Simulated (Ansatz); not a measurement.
**Bi2Se3 (R-3m): the gap up the ladder of methods**

Aim: the gap of Bi2Se3 (R-3m) at several levels of theory on one structure, with the time that each takes.

Calculated with Ansatz 0.2.0; density functionals, hybrids and G0W0, plane waves, PAW.

**The experiments to reproduce.**

- Gap 215 ± 10 meV: direct gap at Gamma, corrected for Burstein-Moss shift; infrared ellipsometry, critical point fit; 10 K; film on BaF2(111) (“Interband absorption edge in topological insulators Bi2(Te1-xSex)3”, 2017, arxiv:1711.08177).

- Gap 220 ± 5 meV: direct gap from earlier experiment; luminescence, transmission and magneto-transport; 10 K; bulk crystal (quoted in “Interband absorption edge in topological insulators Bi2(Te1-xSex)3”, 2017, arxiv:1711.08177).

- Gap 0.35 eV: direct optical gap from Tauc plot; FTIR absorption; film on Al2O3 (001) (“Structural, Optical, Electrical, and Thermoelectric Properties of Bi2Se3 Films Deposited at a High Se/Bi Flow Rate”, 2023, pmc:10609111).

- Gap 0.47 eV: direct optical gap from (ahv)^2 versus hv plot; optical absorption; film (n-type MBE film on sapphire, about 1e17 cm-3 electrons) on Al2O3 (001) (“Epitaxial Growth of Bi2Se3 Infrared Transparent Conductive Film and Heterojunction Diode by Molecular Beam Epitaxy”, 2022, pmc:8822219).

### 1. Set-up

The structure is trigonal, space group R-3m (No. 166). Conventional cell: a = 4.191 Å, b = 4.191 Å, c = 29.929 Å, α = 90.00°, β = 90.00°, γ = 120.00°. Bi has 6 Se at 2.89 to 3.11 Å nearest. Nearest to Se lie 6 Bi at 3.11 Å. Nearest to Se lie 3 Bi at 2.89 Å. Farther neighbours and most contacts between anions are not listed.

Coordinates:

```cif
data_structure
_symmetry_space_group_name_H-M 'R-3m:H'
_symmetry_Int_Tables_number 166
_cell_length_a 4.1914
_cell_length_b 4.1914
_cell_length_c 29.9287
_cell_angle_alpha 90.000
_cell_angle_beta 90.000
_cell_angle_gamma 120.000
_cell_volume 455.33
loop_
_atom_site_label
_atom_site_type_symbol
_atom_site_symmetry_multiplicity
_atom_site_Wyckoff_symbol
_atom_site_fract_x
_atom_site_fract_y
_atom_site_fract_z
_atom_site_occupancy
Bi1 Bi 6 c 0.66667 0.33333 0.73177 1
Se1 Se 3 a 0.00000 0.00000 0.00000 1
Se2 Se 6 c 0.33333 0.66667 0.88238 1
```

The cell and positions are those that the Materials Project relaxed with its own functionals (PBE, PBE+U or r2SCAN), kept fixed. At the settings of the band run the largest force is still 0.06 eV/Å. Spin-orbit coupling is left out unless a step names it. The default PAW set here is soft_2. Its files were made with PBE.

### 2. PBE on the 6×6×6 mesh

Levels along a band path and on the mesh show where this functional puts the band edges.

This step: DFT, PBE, plane waves, PAW.

input.yaml reads:

```yaml
crystal:
  lattice:
    - [2.0956832629, 1.209943296, 9.9762290674]
    - [-2.0956832629, 1.209943296, 9.9762290674]
    - [0.0, -2.419886592, 9.9762290674]
  atoms:
    - { symbol: Bi, position: [0.398435, 0.398435, 0.398435] }
    - { symbol: Bi, position: [0.601565, 0.601565, 0.601565] }
    - { symbol: Se, position: [0.0, 0.0, 0.0] }
    - { symbol: Se, position: [0.215715, 0.215715, 0.215715] }
    - { symbol: Se, position: [0.784285, 0.784285, 0.784285] }
kpoints:
  mp_grid: { grid: [6, 6, 6] }
  band_path:
    path:
      - [[0.0, 0.0, 0.0], [0.5, 0.5, 0.5], [0.82352702, 0.17647298, 0.5]]
      - [[0.5, -0.17647298, 0.17647298], [0.5, 0.0, 0.0], [0.0, 0.0, 0.0], [0.33823649, -0.33823649, 0.0]]
      - [[0.66176351, 0.0, 0.33823649], [0.5, 0.0, 0.5], [0.0, 0.0, 0.0]]
    npoints: 10
hamiltonian:
  xc: pbe
scf:
  occupations: { method: fermi_dirac, width: 0.02 }
  n_extra_bands: 5
output:
  eigenvalues: true
  forces: true
  stress: true
  write_density: true
  write_potential: true
  elf: true
  volumetric_format: npy
```

On the command line:

```console
> ansatz run input.yaml --threads 3 --pin off --max-ram 92160MiB --backend cuda --events-out ev --progress --plain --runs-dir out --devices 1 --max-vram 13GiB  # rebuilt from the run's record
```

Numbers of over 12 decimals in the logs are rounded to 6 here.

What it wrote:

```text
basis.fft_grid_basis auto: the FFT boxes are laid along the combinations [[1, -1, 0], [0, 1, 0], [0, -1, 1]] of the cell's own vectors, 4.191, 10.266 and 4.191 Å long. The dense box has 30×72×30 points. Along the cell's own vectors, as sized, it would have 72×72×72, 5.76 times as many. Of the 12 symmetry operations that the crystal satisfies within crystal.symmetry.tolerance (time reversal apart; of a slab, those tha [...]
scf.n_extra_bands = 5 over 39 filled bands (N_el = 78.0): the run solves 44 bands
GPUs: using 1 of 1 available (devices: 1).
Engine: ansatz 0.2.0, x86_64-unknown-linux-gnu
Pseudopotentials: kind: paw
Pseudopotential: Bi, paw, valence charge 15, recommended cutoff 420 eV (normal), Bi.paw.azcp
Pseudopotential: Se, paw, valence charge 16, recommended cutoff 420 eV (normal), Se.paw.azcp
Functional definition: PBE
  parameter kappa = 0.804
  parameter beta = 0.066725
  exchange = pbe_x(kappa = kappa, mu = beta*pi^2/3)
  correlation = pbe_c(beta = beta)
device memory: the entry about to start is reckoned to put 2.7 GiB on a device that reports 55.9 GiB free (of which the cap on the GPU budget leaves the run 13.0 GiB)
GPU FFT provider: cuFFT
GPU libraries: cuBLAS 13.8.2, cuFFT 12.4.0, cuSOLVER 12.3.4
Crystal: 5 atoms, lattice volume = 151.778 Å³
Basis set: ecut = 420 eV, 2901 PW (Γ), FFT grids on a1−a2, a2, −a2+a3, exchange–correlation on 60×144×60 points (8 copies of the dense FFT grid, shifted against one another)
Bands: 44, of which v1, the nominal top of the filled ones, is band 39 counted from 1 (38 counted from 0)
Symmetry: 12 space group operations
Space group: R-3m (ITA 166), of the structure as read, at distance tolerance 5.3e-5 Å
k-points: 32 of 216
Non-local potential: Bi, projectors of the file, l = 0: 2, l = 1: 2, l = 2: 2, l = 3: 2
Non-local potential: Se, projectors of the file, l = 0: 2, l = 1: 2, l = 2: 3, l = 3: 1
PAW form: soft (Blöchl's): semilocal exchange-correlation on the pseudo side does not see the compensation charge
PAW one-centre angular grid: Bi, 590 points (default); XC on 64 Gauss nodes
PAW one-centre angular grid: Se, 590 points (default); XC on 64 Gauss nodes
Initial density: superposition of atomic densities (neutral atoms: chi_scale 0, normalization atom), corrected by the library's trained network
Initial wavefunctions: pseudopotential atomic-orbital guess
GPU buffer pool allocated for 64800 grid points (all kernels)
GPU transforms: local potential and band sums: pruned to the plane-wave sphere, on 30×72×30
Functional: x = pbe(κ = 0.804, μ = 0.219515), c = pbe(β = 0.066725)
SCF iter   1: F=—  HF=-41202.284576 eV  |F-HF|=—  |Δ(HF+E_count)|=         —  Δρ=1.17e-3  dr2=3.61e-3  ethr=1.77e-3  ⟨swp⟩=8.2  Hψ=5801  notcnv=0
preconditioner: auto → Resta (q_TF=auto, 2.442 Å⁻¹)  ε∞=4.8  [insulator: Δε(μ)=0.433 eV  Ē_g=8.180 eV  σ=0.020 eV  W_gap=1.00  n_scr=42 (ndim 8)  ℏωp=15.9 eV  f_vac=0.066  D(μ)=0.00/eV (n_scr^D=0)  ε∞_Penn≈4.8]
SCF iter   2: F=—  HF=-41202.284318 eV  |F-HF|=—  |Δ(HF+E_count)|=   2.57e-4  Δρ=5.78e-4  dr2=5.81e-4  ethr=4.63e-6  ⟨swp⟩=2.0  Hψ=3037  notcnv=0
SCF iter   3: F=—  HF=-41202.284545 eV  |F-HF|=—  |Δ(HF+E_count)|=   2.27e-4  Δρ=2.47e-4  dr2=1.77e-4  ethr=7.45e-7  ⟨swp⟩=2.9  Hψ=2531  notcnv=0
SCF iter   4: F=—  HF=-41202.284644 eV  |F-HF|=—  |Δ(HF+E_count)|=   9.83e-5  Δρ=9.14e-5  dr2=2.23e-5  ethr=2.27e-7  ⟨swp⟩=2.7  Hψ=2187  notcnv=0
SCF iter   5: F=—  HF=-41202.284726 eV  |F-HF|=—  |Δ(HF+E_count)|=   8.21e-5  Δρ=3.52e-5  dr2=3.43e-6  ethr=2.86e-8  ⟨swp⟩=2.0  Hψ=2656  notcnv=0
SCF iter   6: F=—  HF=-41202.284727 eV  |F-HF|=—  |Δ(HF+E_count)|=   1.53e-6  Δρ=1.61e-5  dr2=6.98e-7  ethr=4.40e-9  ⟨swp⟩=2.0  Hψ=2656  notcnv=0
SCF iter   7: F=-41202.284728 eV  HF=-41202.284728 eV  |F-HF|=3.33e-8  |Δ(HF+E_count)|=   6.53e-7  Δρ=5.56e-6  dr2=7.02e-8  ethr=1.28e-10  ⟨swp⟩=10.7  Hψ=12417  notcnv=0
SCF 1 converged in 7 iterations: F = -41202.284728 eV  dr2 = 7.02e-8
[...]
device memory: the entry about to start is reckoned to put 2.7 GiB on a device that reports 54.8 GiB free (of which the cap on the GPU budget leaves the run 13.0 GiB)
NSCF: frozen V_eff on 73 k-points
SCF converged after 7 iterations
Free energy (F): -41202.284728 eV
Harris-Foulkes:  -41202.284728 eV  (|F-HF|=3.33e-8)
Internal energy: -41202.284728 eV  (E = F + TS)
E sigma→0 (E₀):  -41202.284728 eV
Entropy (-TS):   -0.000000 eV (-0.000 meV/atom)
Fermi energy:    8.094560 eV
--- Per-component energies (eV) ---
  E_band       = -1409.191657
  E_kinetic    = 954.840692
  E_local      = -10860.072933  (includes V_loc(G=0)·N_el)
  E_nonlocal   = -663.280852
  E_hartree    = 4828.663534
  E_xc         = -615.464119
  E_vxc        = -582.783332  (∫ρ·V_xc dr)
  E_paw        = -27059.391943  (= ΣΔE_a)
  E_vpaw       = 84.777300  (= ΣTr[D̂ρ^β])
  E_aug_tail   = -0.002608  (compensation charges beyond the density's cutoff)
  E_ewald      = -7787.576498
  E_smearing   = -0.000000  (= −TS)
  E_closure    = -0.000000  (closes the sum)
  Σ components = -41202.284728   (vs F -41202.284728, Δ=0.00e0)
--- Forces (eV/Å), atoms counted from 1 ---
  atom   1  Bi     0.00000000     0.00000000     0.00593289
  atom   2  Bi    -0.00000000    -0.00000000    -0.00593289
  atom   3  Se    -0.00000000     0.00000000    -0.00000000
  atom   4  Se     0.00000000     0.00000000     0.05619777
  atom   5  Se    -0.00000000     0.00000000    -0.05619777
  max |Σ_I F_I| component: 4.63e-18 eV/Å
--- Stress (GPa, compression-positive) ---
        0.009590       0.000000       0.000000
        0.000000       0.009590      -0.000000
        0.000000      -0.000000       0.036776
  P = ⅓ Tr σ = 0.0187 GPa (0.187 kbar)
--- Band table (eV; the first three rows and the last of 32) ---
  k-point 0: bands = [... 35 lower, 6.4116, 6.9281, 6.9281, 7.8754, 8.3138, 9.5518, 9.5518, 10.1543, ... 1 higher]
  k-point 1: bands = [... 35 lower, 6.8350, 6.8931, 7.0242, 7.3759, 9.3294, 9.8417, 10.0751, 10.2382, ... 1 higher]
  k-point 2: bands = [... 35 lower, 5.8698, 6.6944, 6.8973, 7.4193, 9.1078, 10.1953, 10.3873, 11.0504, ... 1 higher]
  k-point 31: bands = [... 35 lower, 6.6326, 6.8312, 6.8312, 7.5356, 8.5857, 9.7223, 9.7223, 10.0863, ... 1 higher]
```

Run time: 7.4 s. Hardware: 1 × NVIDIA H100 80GB HBM3 (shared by 6 runs) with 3 threads of AMD EPYC 7R13 (Zen 3), shared host; peak memory 1 GiB; 5.1 s of CPU time.

In the SCF lines HF is the Harris–Foulkes energy and dr2 the Hartree energy of the density residual, in eV; the loop may stop once dr2 is under the threshold and the program's other checks hold. Hψ counts applications of the Hamiltonian.

This step gave:

```
pressure             : 0.01865 GPa
filled bands         : 39
gap                  : 0.4384 eV
valence top at       : Γ
conduction bottom at : Γ
least direct gap     : 0.4384 eV
```

Over mesh and path the gap is 0.438 eV, direct, at k = Γ.

### 3. PBE+SOC on the 6×6×6 mesh

This run has two-component orbitals with spin-orbit coupling.

This step: DFT, PBE with spin-orbit coupling, plane waves, PAW.

input.yaml, the sections that differ from step 2:

```yaml
kpoints:
  mp_grid: { grid: [6, 6, 6] }
  band_path:
    path:
      - [0.0, 0.0, 0.0]
      - [0.5, 0.5, 0.5]
      - [0.82352702, 0.17647298, 0.5]
      - [0.5, -0.17647298, 0.17647298]
      - [0.5, 0.0, 0.0]
      - [0.33823649, -0.33823649, 0.0]
      - [0.66176351, 0.0, 0.33823649]
      - [0.5, 0.0, 0.5]
    npoints: 1
scf:
  occupations: { method: fermi_dirac, width: 0.02 }
  n_extra_bands: 10
magnetization:
  noncollinear: true
  spin_orbit: true
# crystal, hamiltonian, output: as in step 2
```

What it wrote:

```text
[...]
GPUs: using 1 of 1 available (devices: 1).
[...]
non-collinear run that drives no moment, with spin-orbit: no starting moment large enough to seed its density (crystal.atoms[].spin), no starting occupations that ask for one, no magnetisation constraint and no magnetic field, so the semilocal B_xc is pinned to zero
[...]
GPU FFT provider: cuFFT
GPU libraries: cuBLAS 13.8.2, cuFFT 12.4.0, cuSOLVER 12.3.4
Crystal: 5 atoms, lattice volume = 151.778 Å³
Basis set: ecut = 420 eV, 2901 PW (Γ), FFT grids on a1−a2, a2, −a2+a3, exchange–correlation on 60×144×60 points (8 copies of the dense FFT grid, shifted against one another)
Bands: 88, of which v1, the nominal top of the filled ones, is band 78 counted from 1 (77 counted from 0)
Symmetry: 12 space group operations + 12 with time reversal
[...]
k-points: 32 of 216
[...]
atom   1  Bi     0.00000000     0.00000000    -0.07351628
  atom   2  Bi    -0.00000000     0.00000000     0.07351628
  atom   3  Se    -0.00000000     0.00000000     0.00000000
  atom   4  Se     0.00000000     0.00000000    -0.08798132
  atom   5  Se    -0.00000000    -0.00000000     0.08798132
  max |Σ_I F_I| component: 2.31e-18 eV/Å
--- Stress (GPa, compression-positive) ---
        0.469150       0.000000       0.000000
        0.000000       0.469150      -0.000000
        0.000000      -0.000000       0.403063
  P = ⅓ Tr σ = 0.4471 GPa (4.471 kbar)
--- Band table (eV; the first three rows and the last of 32) ---
  k-point 0: bands = [... 74 lower, 7.0139, 7.0139, 7.7645, 7.7645, 7.8468, 7.8468, 9.1847, 9.1847, ... 6 higher]
  k-point 1: bands = [... 74 lower, 6.9977, 6.9977, 7.3631, 7.3631, 8.8003, 8.8003, 9.1644, 9.1644, ... 6 higher]
  k-point 2: bands = [... 74 lower, 6.8795, 6.8795, 7.4077, 7.4077, 8.7422, 8.7422, 9.9917, 9.9917, ... 6 higher]
  k-point 31: bands = [... 74 lower, 6.9246, 6.9246, 7.5120, 7.5120, 8.1117, 8.1117, 9.0523, 9.0523, ... 6 higher]
[key lines of the parts left out:]
SCF converged after 10 iterations
Magnetization: |M| = 0.0000 μB,  M = (+0.0000, +0.0000, +0.0000) μB
Free energy (F): -41286.050178 eV
Fermi energy:    7.807004 eV
```

It took 15 s on 1 × NVIDIA H100 80GB HBM3 (shared by 6 runs) with 3 threads; peak memory 1.4 GiB; 16 s of CPU time.

This step gave:

| Quantity | Value |
| --- | --- |
| pressure | 0.4471 GPa |
| gap | 0.08236 eV |
| valence top at | Γ |
| conduction bottom at | Γ |
| least direct gap | 0.08236 eV |

Over mesh and listed points the gap is 0.082 eV, direct, at k = Γ. A gap this narrow can be one between bands that have crossed; their order was not checked. It is no wider than five times the smearing of 0.02 eV. PBE+SOC against PBE: 0.082 − 0.438 = −0.356 eV, with the same mesh, set of files (read in its fully relativistic form for the spin-orbit run) and cutoff, and both edges at the same k points. The spin-orbit run sees mesh and listed points alone, so its gap is an upper bound: the coupling can move an edge off these points, and the change over the zone, its sign included where it is small, is not known. The order of the bands was not checked, so with a gap cut this far they may have crossed.

### 4. r2SCAN on the 6×6×6 mesh

r2SCAN is a meta-GGA: it depends on the kinetic-energy density as well as on the density and its gradient.

This step: DFT, r2SCAN, plane waves, PAW.

input.yaml: that of step 3 with these lines changed.

```diff
@@ -25,9 +25,6 @@
 hamiltonian:
-  xc: pbe
+  xc: r2scan
 scf:
-  occupations: { method: fermi_dirac, width: 0.02 }
-  n_extra_bands: 10
-magnetization:
-  noncollinear: true
-  spin_orbit: true
+  occupations: { method: fixed }
+  n_extra_bands: 5
 output:
@@ -36,5 +33 @@
   stress: true
-  write_density: true
-  write_potential: true
-  elf: true
-  volumetric_format: npy
```

What it wrote:

```text
[...]
GPUs: using 1 of 1 available (devices: 1).
[...]
GPU FFT provider: cuFFT
GPU libraries: cuBLAS 13.8.2, cuFFT 12.4.0, cuSOLVER 12.3.4
Crystal: 5 atoms, lattice volume = 151.778 Å³
Basis set: ecut = 500 eV, 3919 PW (Γ), FFT grids on a1−a3, a2−a3, a3, exchange–correlation on 128×128×300 points (64 copies of the dense FFT grid, shifted against one another)
[...]
k-point 0: bands = [... 35 lower, 6.1038, 6.6266, 6.6266, 7.6933, 8.4070, 9.5192, 9.5192, 10.2093, ... 1 higher]
  k-point 1: bands = [... 35 lower, 6.5649, 6.5865, 6.8352, 7.1472, 9.3676, 9.8750, 10.0514, 10.3024, ... 1 higher]
  k-point 2: bands = [... 35 lower, 5.6351, 6.4224, 6.5924, 7.2189, 9.1689, 10.1902, 10.4401, 11.1150, ... 1 higher]
  k-point 31: bands = [... 35 lower, 6.4854, 6.5269, 6.5269, 7.3665, 8.6321, 9.6900, 9.6900, 10.1444, ... 1 higher]
[key lines of the parts left out:]
SCF converged after 7 iterations
Free energy (F): -41258.630260 eV
Fermi energy:    7.693283 eV
P = ⅓ Tr σ = -1.1891 GPa (-11.891 kbar)
```

Wall time 12 s (1 × NVIDIA H100 80GB HBM3 (shared by 6 runs) with 3 threads); peak memory 1.2 GiB; 7.6 s of CPU time.

Numbers from this step:

| Item | Value |
| --- | --- |
| pressure | -1.189 GPa |
| gap | 0.7137 eV |
| valence top at | Γ |
| conduction bottom at | Γ |
| least direct gap | 0.7137 eV |

Over mesh and listed points the gap is 0.714 eV, direct, at k = Γ. r2SCAN against PBE: 0.714 − 0.438 = +0.276 eV. The runs also differ in plane-wave cutoff (420 eV and 500 eV), so how much of this comes from the functional alone is not known.

### 5. HSE06 on the 4×4×4 mesh

HSE06 mixes in a quarter of exact exchange at short range.

This step: DFT, HSE06, plane waves, PAW.

input.yaml: that of step 4 with these lines changed.

```diff
@@ -12,3 +12,3 @@
 kpoints:
-  mp_grid: { grid: [6, 6, 6] }
+  mp_grid: { grid: [4, 4, 4] }
   band_path:
@@ -25,3 +25,3 @@
 hamiltonian:
-  xc: r2scan
+  xc: hse06
 scf:
@@ -31,3 +31 @@
   eigenvalues: true
-  forces: true
-  stress: true
```

What it wrote:

```text
[...]
GPUs: using 1 of 1 available (devices: 1).
[...]
davidson cushion auto → on  (no smearing: the cushion is to keep the highest requested band from converging to the state above it; pin scf.eigensolver.cushion to override)
[...]
GPU FFT provider: cuFFT
GPU libraries: cuBLAS 13.8.2, cuFFT 12.4.0, cuSOLVER 12.3.4
Crystal: 5 atoms, lattice volume = 151.778 Å³
Basis set: ecut = 420 eV, 2901 PW (Γ), FFT grids on a1−a3, a2−a3, a3
[...]
Fermi energy:    7.534537 eV
[...]
--- Band table (eV; the first three rows and the last of 13) ---
  k-point 0: bands = [... 35 lower, 5.8326, 6.3783, 6.3783, 7.5345, 8.4320, 9.6733, 9.6733, 10.3603, ... 1 higher]
  k-point 1: bands = [... 35 lower, 5.9563, 6.3510, 6.3622, 7.1072, 9.3771, 10.2407, 10.4025, 11.0452, ... 1 higher]
  k-point 2: bands = [... 35 lower, 4.7652, 5.6552, 6.3061, 6.9573, 9.1240, 10.2831, 11.2129, 11.3216, ... 1 higher]
  k-point 12: bands = [... 35 lower, 6.2745, 6.2745, 6.2951, 7.1636, 8.6841, 9.8554, 9.8554, 10.2705, ... 1 higher]
[key lines of the parts left out:]
Free energy (F): -41213.993503 eV
```

It took 37 s on 1 × NVIDIA H100 80GB HBM3 (shared by 6 runs) with 3 threads; peak memory 1.8 GiB; 55 s of CPU time.

Numbers from this step:

```
gap                     : 0.8974 eV
valence top at          : Γ
conduction bottom at    : Γ
least direct gap        : 0.8974 eV
exact-exchange fraction : 0.25
```

Over mesh and listed points the gap is 0.897 eV, direct, at k = Γ. HSE06 against PBE: 0.897 − 0.438 = +0.459 eV. The runs also differ in mesh (6×6×6 and 4×4×4), so how much of this comes from the functional alone is not known.

(Part 1 of 2 ends here.)

[Paths, hosts, dates, memory and timing lines, banners, echoed tables and standing remarks are left out of the program output.]

[Logs are printed without paths, hosts, clocks, repeated set-up lines and the standing remarks that a program may print on its own settings, such as how far it seeks lower states.]

[Runs of the session that timed out or met a known fault of the program may be left out.]

[Cells called generated may have been cut or substituted from an entry of the Crystallography Open Database or the Materials Project.]

[Hosts, paths, dates, database ids (printed as entryN), source tags and the programs' standing remarks are cut or masked in the printed files.]

[Where an RPA ε∞ is given, it is that of the G0W0 mesh and is not shown converged in it. Names of k-points follow the symmetry that the program found, which can be lower than the space group named. Band edges on a path are those of the sampled points; other points can move an edge, and change direct to indirect where valleys lie close.]

[Hybrid gaps are those of their k-mesh and are not shown converged in it.]
